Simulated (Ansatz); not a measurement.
# Rh (Rhodium, Fm-3m): thermal expansion from first principles, part 2 of 3

Wanted: α(T), C_P(T) and B(T) of Rhodium in the quasi-harmonic approximation.

Ansatz 0.2.0; DFT PBEsol, scalar-relativistic, plane waves, PAW.

So far. Step 2 (A first coarse run): The start is under -2.7 GPa at this level and looks like a metal on this mesh. Step 4 (Relaxing to small residual forces and stress): The residual pressure is 8.6e-5 GPa, small enough for phonons.

The database entry behind the starting cell differs from later determinations by our own check (an axis about 0.2 % short against later determinations), so it need not match the best structure at ambient conditions.

## Step 5: A new level, relaxed again

The functional, the potentials or the cutoff change, so the crystal is relaxed again at the new setting.

input.yaml

```yaml
crystal:
  lattice:
    - [0.0, 1.889797941, 1.889797941]
    - [1.889797941, 0.0, 1.889797941]
    - [1.889797941, 1.889797941, 0.0]
  atoms:
    - { symbol: Rh, position: [0.0, 0.0, 0.0] }
kpoints:
  mp_grid: { grid: [20, 20, 20] }
hamiltonian:
  xc: pbesol
scf:
  occupations: { method: methfessel_paxton, width: 0.2 }
  lower_state_search: "off"
output:
  forces: true
  stress: true
  eigenvalues: true
  write_density: true
  write_potential: true
  elf: true
  volumetric_format: npy
basis:
  ecutwfc: 550.0
relax:
  adjacent_minimum: "off"
  f_tol: 0.001
  max_steps: 60
  cell: { stress_tol: 0.01 }
```

Launch:

```sh
ansatz run input.yaml --threads 8 --pin off --max-ram 16384MiB --backend cpu --events-out ev --progress --plain --runs-dir out
```

Numbers of over 12 decimals in the logs are rounded to 6 here.

What it wrote:

```text
[...]
Crystal: 1 atoms, lattice volume = 13.498 Å³
Basis set: ecut = 550 eV, 411 PW (Γ), exchange–correlation on 48×48×48 points (8 copies of the dense FFT grid, shifted against one another)
Bands: 13, of which v1, the nominal top of the filled ones, is band 9 counted from 1 (8 counted from 0)
Symmetry: 48 space group operations
[...]
k-points: 256 of 8000
[...]
SCF iter   1: F=—  HF=-6338.750970 eV  |F-HF|=—  |Δ(HF+E_count)|=         —  Δρ=9.56e-3  dr2=1.00e-2  ethr=1.77e-3  ⟨swp⟩=4.7  Hψ=18094  notcnv=0
[...]
SCF iter   5: F=-6338.748123 eV  HF=-6338.748123 eV  |F-HF|=3.30e-9  |Δ(HF+E_count)|=   1.73e-7  S|Δr|=    0.00e0  Δρ=1.68e-5  dr2=5.35e-9  ethr=5.88e-10  ⟨swp⟩=8.2  Hψ=22369  notcnv=0
SCF 1 converged in 5 iterations: F = -6338.748123 eV  dr2 = 5.35e-9
[...]
relax step   1: F+E_penalty+E_count = -6338.74812342 eV  Δ(F+E_penalty+E_count) = +0.000e0 eV  max|allowed force component| = 0.000e0 eV/Å  Δτ_max = 0.0000 Å  P = -0.030 GPa  Ω = 13.498 Å³  (5 SCF iters, dr2 threshold 1.00e-7 eV, accepted)
Crystal: 1 atoms, lattice volume = 13.496 Å³
[...]
SCF iter   3: F=-6338.748124 eV  HF=-6338.748124 eV  |F-HF|=2.69e-10  |Δ(HF+E_count)|=   1.56e-9  S|Δr|=    0.00e0  Δρ=5.83e-6  dr2=9.64e-10  ethr=1.36e-11  ⟨swp⟩=6.4  Hψ=14787  notcnv=0
SCF 2 converged in 3 iterations: F = -6338.748124 eV  dr2 = 9.64e-10
relax step   2: F+E_penalty+E_count = -6338.74812358 eV  Δ(F+E_penalty+E_count) = -1.593e-7 eV  max|allowed force component| = 0.000e0 eV/Å  Δτ_max = 0.0000 Å  P = +0.024 GPa  Ω = 13.496 Å³  energy of the carried Pulay correction = +1.098e-7 eV  (3 SCF iters, dr2 threshold 2.31e-9 eV, accepted)
Crystal: 1 atoms, lattice volume = 13.497 Å³
[...]
SCF iter   2: F=-6338.748124 eV  HF=-6338.748124 eV  |F-HF|=2.06e-10  |Δ(HF+E_count)|=   7.63e-8  S|Δr|=    0.00e0  Δρ=3.43e-6  dr2=5.78e-10  ethr=8.54e-12  ⟨swp⟩=4.9  Hψ=17009  notcnv=0
SCF 3 converged in 2 iterations: F = -6338.748124 eV  dr2 = 5.78e-10
relax step   3: F+E_penalty+E_count = -6338.74812361 eV  Δ(F+E_penalty+E_count) = -3.336e-8 eV  max|allowed force component| = 0.000e0 eV/Å  Δτ_max = 0.0000 Å  P = +0.000 GPa  Ω = 13.497 Å³  energy of the carried Pulay correction = +6.126e-8 eV  (2 SCF iters, dr2 threshold 1.45e-9 eV, accepted)
[...]
SCF iter   4: F=-6338.748124 eV  HF=-6338.748124 eV  |F-HF|=9.09e-13  |Δ(HF+E_count)|=  1.36e-11  S|Δr|=    0.00e0  Δρ=7.53e-8  dr2=3.20e-13  ethr=1.00e-12  ⟨swp⟩=3.0  Hψ=13694  notcnv=0
SCF 4 converged in 4 iterations: F = -6338.748124 eV  dr2 = 3.20e-13
relax step   4: F+E_penalty+E_count = -6338.74812361 eV  Δ(F+E_penalty+E_count) = -2.528e-10 eV  max|allowed force component| = 0.000e0 eV/Å  Δτ_max = 0.0000 Å  P = -0.000 GPa  Ω = 13.497 Å³  stress off target by 5.24e-5 GPa  SCF on the basis re-selected at this cell (its energy is not comparable with the rows above)  (4 SCF iters)
basis re-selected at this cell: Δ(F+E_penalty+E_count) = -2.528e-10 eV, ΔP = -0.000 GPa vs the last step (what re-selecting the basis moved, of the pressure what is left beyond the Pulay correction that the steps carried, after the strain that the cell walked since its last selection, with what the two solves' SCF thresholds leave and, on support functions, any second-order correction that the steps lacked; it is no  [...]
SCF converged after 4 iterations
[...]
Free energy (F): -6338.748124 eV
[...]
Internal energy: -6338.750034 eV  (E = F + TS)
E sigma→0 (E₀):  -6338.748601 eV
Entropy (-TS):   0.001910 eV (1.910 meV/atom)
Fermi energy:    22.781673 eV
[...]
--- Stress (GPa, compression-positive) ---
       -0.000052      -0.000000      -0.000000
       -0.000000      -0.000052       0.000000
       -0.000000       0.000000      -0.000052
  P = ⅓ Tr σ = -0.0001 GPa (-0.001 kbar)
--- Band table (eV; the first three rows and the last of 256) ---
  k-point 0: bands = [... 5 lower, 19.5897, 19.5897, 19.5897, 21.7650, 21.7650, 38.4889, 43.9114, 43.9114]
  k-point 1: bands = [... 5 lower, 19.5426, 19.6309, 19.6309, 21.7412, 21.7412, 38.6403, 43.3698, 44.0623]
  k-point 2: bands = [... 5 lower, 19.4201, 19.7421, 19.7421, 21.6860, 21.6860, 39.0575, 42.1700, 44.5043]
  k-point 255: bands = [... 5 lower, 18.8408, 18.8408, 21.5332, 23.8102, 32.4740, 32.4740, 34.0957, 35.5730]
--- Relaxed structure (3 steps of the walk, 3 accepted, 1 SCFs on fresh bases) ---
[...]
cell:  # Å, volume = 13.4968 Å³
    - [0.0, 1.889733, 1.889733]
    - [1.889733, 0, 1.889733]
    - [1.889733, 1.889733, 0]
  atoms:
    - { symbol: Rh, position: [0.0, 0.0, 0.0] }
```

Elapsed: 2 s, on 8 threads of Arm Neoverse V2, shared host; peak memory 0.38 GiB.

Little changed from the start: no atom moved by 0.005 Å and no cell edge by 0.1 %.

Numbers from this step:

```
pressure : -5.24e-5 GPa
```

ELF in the ac plane of the conventional cell at fractional y = 0.000, with atoms of Rh within 0.2 Å of it. It is the smooth field of the valence electrons, not physical close to the nuclei.

Ten even steps from '_' (0.19) to '@' (0.77), each cell a mean:
```
@@@@##--____________..++%%@@
%%##==..____________..--**%%
++==::....__________....--++
....__......----::..........
________::==####**--..______
______..==##@@@@%%**::______
______..++%%@@@@@@##--______
______..++%%@@@@@@##--______
______..--**%%%%##==..______
______....--++++==::....____
--::..............__......--
##**--..______________::==##
@@%%**::____________..==##@@
@@@@##--____________..++%%@@
```
Columns run along a (3.8 Å), rows up along c (3.8 Å), edges of the conventional cell, whose origin can differ from the input's. Atoms in or near the plane, at fractional coordinates: Rh at (0.00, 0.00), Rh at (0.50, 0.50).

Electrostatic potential energy in the ac plane of the conventional cell at fractional y = 0.000, with atoms of Rh within 0.2 Å of it. With pseudopotentials it is smooth inside the atoms' cores, unlike the true potential.

Ten even steps from '_' (-73 eV) to '@' (26 eV), each cell a mean:
```
__..--##@@@@@@@@@@@@%%**::__
::--++%%@@@@@@@@@@@@@@##==::
++**%%@@@@@@@@@@@@@@@@%%##**
%%@@@@@@@@%%######%%@@@@@@%%
@@@@@@@@%%++----==**%%@@@@@@
@@@@@@@@**--..__..==##@@@@@@
@@@@@@%%++::______--##@@@@@@
@@@@@@%%**::____..--##@@@@@@
@@@@@@@@##==::::--++%%@@@@@@
@@@@@@@@%%##**++**%%@@@@@@@@
####%%@@@@@@%%%%@@@@@@@@%%##
--==**%%@@@@@@@@@@@@@@%%++--
__..==##@@@@@@@@@@@@@@**--..
____--##@@@@@@@@@@@@%%++::__
```
Columns run along a (3.8 Å; values clipped at the 3rd and 97th percentile), rows up along c (3.8 Å), edges of the conventional cell, whose origin can differ from the input's. Atoms in or near the plane, at fractional coordinates: Rh at (0.00, 0.00), Rh at (0.50, 0.50).

Valence density in the ac plane of the conventional cell at fractional y = 0.000, with atoms of Rh within 0.2 Å of it. It is the smooth field of the valence electrons, not physical close to the nuclei.

Values in e/Å³, 14 rows by 14 columns, each cell a mean:
```
13  9  5  1  0  0  0  0  0  0  1  2  6 11
 7  5  2  1  0  0  0  0  0  0  0  1  4  6
 3  2  1  0  0  0  0  0  0  0  0  1  1  2
 1  1  0  0  0  1  1  1  1  1  0  0  0  1
 0  0  0  0  1  2  5  5  4  2  1  0  0  0
 0  0  0  1  2  5  9 11  8  4  1  0  0  0
 0  0  0  1  3  7 13 14 11  5  1  0  0  0
 0  0  0  1  2  6 11 13  9  5  1  0  0  0
 0  0  0  0  1  4  6  7  5  2  1  0  0  0
 0  0  0  0  1  1  2  3  2  1  0  0  0  0
 1  1  1  0  0  0  1  1  1  0  0  0  1  1
 5  4  2  1  0  0  0  0  0  0  0  1  2  5
11  8  4  1  0  0  0  0  0  0  1  2  5  9
14 11  5  1  0  0  0  0  0  0  1  3  7 13
```
Columns run along a (3.8 Å), rows up along c (3.8 Å), edges of the conventional cell, whose origin can differ from the input's. Atoms in or near the plane, at fractional coordinates: Rh at (0.00, 0.00), Rh at (0.50, 0.50).

The residual pressure is -5.2e-5 GPa, small enough for phonons.

## Step 6: Phonons on strained cells

The study relaxes the crystal at several strains, solves the phonons on some of them and minimises the free energy at each temperature (static energy, vibrations, the electrons in a metal, and PV under a set pressure); the q-mesh sets how far the force constants reach.

input.yaml, the sections that differ from step 5:

```yaml
crystal:
  lattice:
    - [0.0, 1.8897333946, 1.8897333946]
    - [1.8897333946, 0.0, 1.8897333946]
    - [1.8897333946, 1.8897333946, 0.0]
  atoms:
    - { symbol: Rh, position: [0.0, 0.0, 0.0] }
output:
  eigenvalues: true
phonons:
  method: dfpt
  qmesh: [4, 4, 4]
  temperatures: { t_max: 1200.0, t_step: 50 }
  thermal_expansion: {}
# kpoints, hamiltonian, scf, basis: as in step 5
# relax: removed
```

What it wrote:

```text
[...]
Crystal: 1 atoms, lattice volume = 13.497 Å³
Basis set: ecut = 550 eV, 411 PW (Γ), exchange–correlation on 48×48×48 points (8 copies of the dense FFT grid, shifted against one another)
Bands: 13, of which v1, the nominal top of the filled ones, is band 9 counted from 1 (8 counted from 0)
Symmetry: 48 space group operations
[...]
k-points: 256 of 8000
[...]
SCF iter   1: F=—  HF=-6338.750974 eV  |F-HF|=—  |Δ(HF+E_count)|=         —  Δρ=9.56e-3  dr2=1.00e-2  ethr=1.77e-3  ⟨swp⟩=4.7  Hψ=18103  notcnv=0
[...]
SCF iter   7: F=-6338.748124 eV  HF=-6338.748124 eV  |F-HF|=1.82e-12  |Δ(HF+E_count)|=  2.73e-12  S|Δr|=    0.00e0  Δρ=2.09e-7  dr2=1.43e-12  ethr=1.00e-12  ⟨swp⟩=5.6  Hψ=13699  notcnv=0
SCF 1 converged in 7 iterations: F = -6338.748124 eV  dr2 = 1.43e-12
[...]
relax step   1: F+E_penalty+E_count = -6338.74812361 eV  Δ(F+E_penalty+E_count) = +0.000e0 eV  max|allowed force component| = 0.000e0 eV/Å  Δτ_max = 0.0000 Å  (7 SCF iters, accepted)
SCF converged after 7 iterations
[...]
Free energy (F): -6338.748124 eV
[...]
Internal energy: -6338.750034 eV  (E = F + TS)
E sigma→0 (E₀):  -6338.748601 eV
Entropy (-TS):   0.001910 eV (1.910 meV/atom)
Fermi energy:    22.781674 eV
[...]
--- Stress (GPa, compression-positive) ---
       -0.000050       0.000000       0.000000
        0.000000      -0.000050       0.000000
        0.000000      -0.000000      -0.000050
  P = ⅓ Tr σ = -0.0000 GPa (-0.000 kbar)
--- Band table (eV; the first three rows and the last of 256) ---
  k-point 0: bands = [... 5 lower, 19.5897, 19.5897, 19.5897, 21.7650, 21.7650, 38.4889, 43.9114, 43.9114]
  k-point 1: bands = [... 5 lower, 19.5426, 19.6309, 19.6309, 21.7412, 21.7412, 38.6403, 43.3698, 44.0624]
  k-point 2: bands = [... 5 lower, 19.4201, 19.7421, 19.7421, 21.6860, 21.6860, 39.0575, 42.1700, 44.5043]
  k-point 255: bands = [... 5 lower, 18.8408, 18.8408, 21.5332, 23.8102, 32.4740, 32.4740, 34.0957, 35.5730]
── thermal expansion: 3 new cells, 3 in all ──
thermal expansion: relaxation of cell 2
thermal expansion: relaxation of cell 3
── thermal expansion: 2 new cells, 5 in all ──
thermal expansion: relaxation of cell 4
thermal expansion: electrons of cell 4
thermal expansion: phonons of cell 4
thermal expansion: relaxation of cell 5
thermal expansion: electrons of cell 1
thermal expansion: electrons of cell 2
thermal expansion: electrons of cell 3
thermal expansion: electrons of cell 5
thermal expansion: phonons of cell 5
── thermal expansion: 5 new cells, 10 in all ──
thermal expansion: relaxation of cell 6
thermal expansion: relaxation of cell 7
thermal expansion: relaxation of cell 8
thermal expansion: relaxation of cell 9
thermal expansion: relaxation of cell 10
thermal expansion: electrons of cell 6
thermal expansion: electrons of cell 7
thermal expansion: electrons of cell 8
thermal expansion: electrons of cell 9
thermal expansion: electrons of cell 10
thermal expansion: phonons of cell 6
thermal expansion: phonons of cell 7
--- Relaxed structure (1 steps of the walk, 1 accepted, 0 SCFs on fresh bases) ---
  F+E_penalty+E_count = -6338.74812361 eV   max|allowed force component| = 0.000e0 eV/Å
  atoms:
    - { symbol: Rh, position: [0.0, 0.0, 0.0] }
--- Thermal expansion: 10 cells in 3 rounds, 0 GPa ---
  no lower state was looked for at cell 4: scf.lower_state_search: off
  without vibrations: a 2.67252, b 2.67252, c 2.67252 Å, V 13.4973 Å³, B 295.96 GPa
  at 0 K: a 2.67535, b 2.67535, c 2.67535 Å, V 13.5402 Å³, B 292.70 GPa
  zero-point expansion: a +0.106, b +0.106, c +0.106, V +0.318 %
      T/K        a/Å        b/Å        c/Å       V/Å³ | expansion of a, b, c, V (1e-6/K)   | that of V in the mean from 25 °C | C_P, C_V (J/mol K of the cell) | B_T, B_S (GPa)
     0.00    2.67535    2.67535    2.67535    13.5402 |    0.00    0.00    0.00    0.00 |   15.83 |     0.000     0.000 |   292.70   292.70
   150.00    2.67661    2.67661    2.67661    13.5594 |    6.47    6.47    6.47   19.41 |   22.35 |    20.149    20.016 |   289.31   291.24
   298.15    2.67957    2.67957    2.67957    13.6044 |    8.08    8.08    8.08   24.25 |       - |    24.720    24.314 |   283.10   287.83
   400.00    2.68185    2.68185    2.68185    13.6391 |    8.55    8.55    8.55   25.65 |   25.03 |    25.902    25.300 |   278.60   285.23
   550.00    2.68539    2.68539    2.68539    13.6933 |    9.07    9.07    9.07   27.20 |   25.94 |    27.110    26.198 |   271.73   281.19
   700.00    2.68915    2.68915    2.68915    13.7508 |    9.55    9.55    9.55   28.65 |   26.77 |    28.166    26.908 |   264.58   276.96
   850.00    2.69310    2.69310    2.69310    13.8116 |   10.05   10.05   10.05   30.14 |   27.59 |    29.220    27.568 |   257.14   272.55
  1000.00    2.69727    2.69727    2.69727    13.8758 |   10.58   10.58   10.58   31.75 |   28.42 |    30.310    28.210 |   249.38   267.95
  1150.00    2.70167    2.70167    2.70167    13.9438 |   11.16   11.16   11.16   33.48 |   29.29 |    31.448    28.835 |   241.30   263.17
  1200.00    2.70319    2.70319    2.70319    13.9674 |   11.37   11.37   11.37   34.10 |   29.58 |    31.838    29.039 |   238.54   261.53
  the static fit leaves 0.000 meV an atom of the energies and, of the stresses, 0.000 GPa of each cell's largest along a strain (root mean squares over the cells), whose Pulay part it has at -0.007 GPa
  vibrations' free energy: its fit passes through its cells
  the electrons' free energy at temperature is in it; its fit leaves 0.0011 meV an atom at the most
  free energies summed between the sampled wave vectors
  estimated error of the fitted expansion in any direction: up to 0.013e-6/K, at 1200 K, with few degrees of freedom (an estimate, not a bound: it was exceeded on models of known expansion)
  by sums over the sampled wave vectors an expansion of the volume parts by up to 0.66e-6/K
  by a static energy of one degree less an expansion of the volume parts by up to 0.06e-6/K
```

The job ended after 9.7 min (8 threads; peak memory 4.5 GiB).

This step gave:

* pressure: -4.98e-5 GPa
* volume expansion coefficient at 298 K: 24.25 1e-6/K
* C_P at 298 K: 24.72 J/mol-atom/K
* entropy at 298 K: 31.55 J/mol-atom/K
* isothermal bulk modulus at 298 K: 283.1 GPa
* Grüneisen parameter at 298 K: 2.314
* volume at 298 K: 13.60 Å³/atom
* principal linear expansion coefficients at 298 K: 8.084, 8.084, 8.084 1e-6/K

Strained cells of the study; zero-point energy where phonons were solved; the pressures are stresses at a fixed cutoff and can carry an offset from the finite basis. Expansion cells, by row:

```csv
cell,|a| (Å),|b| (Å),|c| (Å),V (Å³/atom),E - E_lowest (meV/atom),"pressure, compression positive (GPa)",gap (eV),zero-point energy (meV/atom)
1,2.672,2.672,2.672,13.5,0,-0.007,-,-
2,2.694,2.694,2.694,13.82,6.953,-6.665,-,-
3,2.651,2.651,2.651,13.18,7.305,7.514,-,-
4,2.673,2.673,2.673,13.5,0.001,-0.094,-,33.33
5,2.686,2.686,2.686,13.7,2.858,-4.352,-,32.16
6,2.7,2.7,2.7,13.91,11.24,-8.359,-,30.97
7,2.713,2.713,2.713,14.13,24.74,-12.02,-,29.81
8,2.646,2.646,2.646,13.1,11.29,9.453,-,-
9,2.659,2.659,2.659,13.3,2.724,4.501,-,-
10,2.734,2.734,2.734,14.45,54.13,-16.97,-,-
```

Quasi-harmonic; a, b, c are the run's own cell vectors. Expansion, by row:

```csv
T (K),a (Å),b (Å),c (Å),alpha (deg),beta (deg),gamma (deg),cell volume (Å³/cell),alpha_a (1e-6/K),alpha_b (1e-6/K),alpha_c (1e-6/K),alpha_V (1e-6/K),C_P (J/mol-atom/K),C_V (J/mol-atom/K),S (J/mol-atom/K),B_T (GPa),B_S (GPa),Grueneisen,extrapolation,fit error (1e-6/K)
0,2.675,2.675,2.675,60,60,60,13.54,0,0,0,0,0,0,0,292.7,292.7,-,0,0
50,2.675,2.675,2.675,60,60,60,13.54,1.51,1.51,1.51,4.53,5.017,5.014,1.771,292.5,292.6,2.153,0,0
100,2.676,2.676,2.676,60,60,60,13.55,4.82,4.82,4.82,14.45,15.22,15.17,8.689,291.2,292.1,2.262,0,0
150,2.677,2.677,2.677,60,60,60,13.56,6.47,6.47,6.47,19.41,20.15,20.02,15.92,289.3,291.2,2.291,0,0
200,2.678,2.678,2.678,60,60,60,13.57,7.29,7.29,7.29,21.87,22.53,22.3,22.08,287.3,290.2,2.303,0,0
250,2.679,2.679,2.679,60,60,60,13.59,7.77,7.77,7.77,23.31,23.87,23.55,27.27,285.2,289,2.309,0,0
298.1,2.68,2.68,2.68,60,60,60,13.6,8.08,8.08,8.08,24.25,24.72,24.31,31.55,283.1,287.8,2.314,0,0
300,2.68,2.68,2.68,60,60,60,13.61,8.09,8.09,8.09,24.28,24.75,24.34,31.7,283,287.8,2.314,0,0
350,2.681,2.681,2.681,60,60,60,13.62,8.34,8.34,8.34,25.03,25.39,24.88,35.56,280.8,286.5,2.317,0,0
400,2.682,2.682,2.682,60,60,60,13.64,8.55,8.55,8.55,25.65,25.9,25.3,38.99,278.6,285.2,2.32,0,0
450,2.683,2.683,2.683,60,60,60,13.66,8.73,8.73,8.73,26.2,26.34,25.64,42.07,276.3,283.9,2.322,0,0.01
500,2.684,2.684,2.684,60,60,60,13.67,8.9,8.9,8.9,26.71,26.74,25.93,44.86,274.1,282.6,2.324,0,0.01
550,2.685,2.685,2.685,60,60,60,13.69,9.07,9.07,9.07,27.2,27.11,26.2,47.43,271.7,281.2,2.327,0,0.01
600,2.687,2.687,2.687,60,60,60,13.71,9.23,9.23,9.23,27.68,27.47,26.45,49.8,269.4,279.8,2.329,0,0.01
650,2.688,2.688,2.688,60,60,60,13.73,9.39,9.39,9.39,28.16,27.82,26.68,52.02,267,278.4,2.331,0,0.01
700,2.689,2.689,2.689,60,60,60,13.75,9.55,9.55,9.55,28.65,28.17,26.91,54.09,264.6,277,2.333,0,0.01
750,2.69,2.69,2.69,60,60,60,13.77,9.71,9.71,9.71,29.14,28.52,27.13,56.05,262.1,275.5,2.335,0,0.01
800,2.692,2.692,2.692,60,60,60,13.79,9.88,9.88,9.88,29.64,28.86,27.35,57.9,259.6,274,2.337,0,0.01
850,2.693,2.693,2.693,60,60,60,13.81,10.05,10.05,10.05,30.14,29.22,27.57,59.66,257.1,272.6,2.339,0,0.01
900,2.694,2.694,2.694,60,60,60,13.83,10.22,10.22,10.22,30.67,29.58,27.78,61.34,254.6,271,2.341,0,0.01
950,2.696,2.696,2.696,60,60,60,13.85,10.4,10.4,10.4,31.2,29.94,28,62.95,252,269.5,2.343,0,0.01
1000,2.697,2.697,2.697,60,60,60,13.88,10.58,10.58,10.58,31.75,30.31,28.21,64.49,249.4,267.9,2.345,0,0.01
1050,2.699,2.699,2.699,60,60,60,13.9,10.77,10.77,10.77,32.31,30.68,28.42,65.98,246.7,266.4,2.348,0,0.01
1100,2.7,2.7,2.7,60,60,60,13.92,10.96,10.96,10.96,32.89,31.06,28.63,67.42,244,264.8,2.35,0,0.01
1150,2.702,2.702,2.702,60,60,60,13.94,11.16,11.16,11.16,33.48,31.45,28.84,68.81,241.3,263.2,2.353,0,0.01
1200,2.703,2.703,2.703,60,60,60,13.97,11.37,11.37,11.37,34.1,31.84,29.04,70.15,238.5,261.5,2.356,0,0.01
```

Table of expansion coefficient by temperature; values in 1e-6/K:

| temperature (K) | volume | principal 1 |
| --- | --- | --- |
| 0 | 0 | 0 |
| 50 | 4.53 | 1.51 |
| 100 | 14.4 | 4.82 |
| 150 | 19.4 | 6.47 |
| 200 | 21.9 | 7.29 |
| 250 | 23.3 | 7.77 |
| 298 | 24.2 | 8.08 |
| 300 | 24.3 | 8.09 |
| 350 | 25.0 | 8.34 |
| 400 | 25.6 | 8.55 |
| 450 | 26.2 | 8.73 |
| 500 | 26.7 | 8.9 |
| 550 | 27.2 | 9.07 |
| 600 | 27.7 | 9.23 |
| 650 | 28.2 | 9.39 |
| 700 | 28.6 | 9.55 |
| 750 | 29.1 | 9.71 |
| 800 | 29.6 | 9.88 |
| 850 | 30.1 | 10.1 |
| 900 | 30.7 | 10.2 |
| 950 | 31.2 | 10.4 |
| 1000 | 31.8 | 10.6 |
| 1050 | 32.3 | 10.8 |
| 1100 | 32.9 | 11.0 |
| 1150 | 33.5 | 11.2 |
| 1200 | 34.1 | 11.4 |

At 298 K the volume expansion is 24.3 × 10⁻⁶/K and B_T is 283 GPa. The q-mesh is coarse, so this is a first estimate.

(Continued in part 3 of 3.)

[Logs are printed without paths, hosts, clocks, repeated set-up lines and the standing remarks that a program may print on its own settings, such as how far it seeks lower states.]

[Hosts, paths, dates, database ids (printed as entryN), source tags and the programs' standing remarks are cut or masked in the printed files.]

[A step with changed settings may run another functional than the one named; its input shows which.]
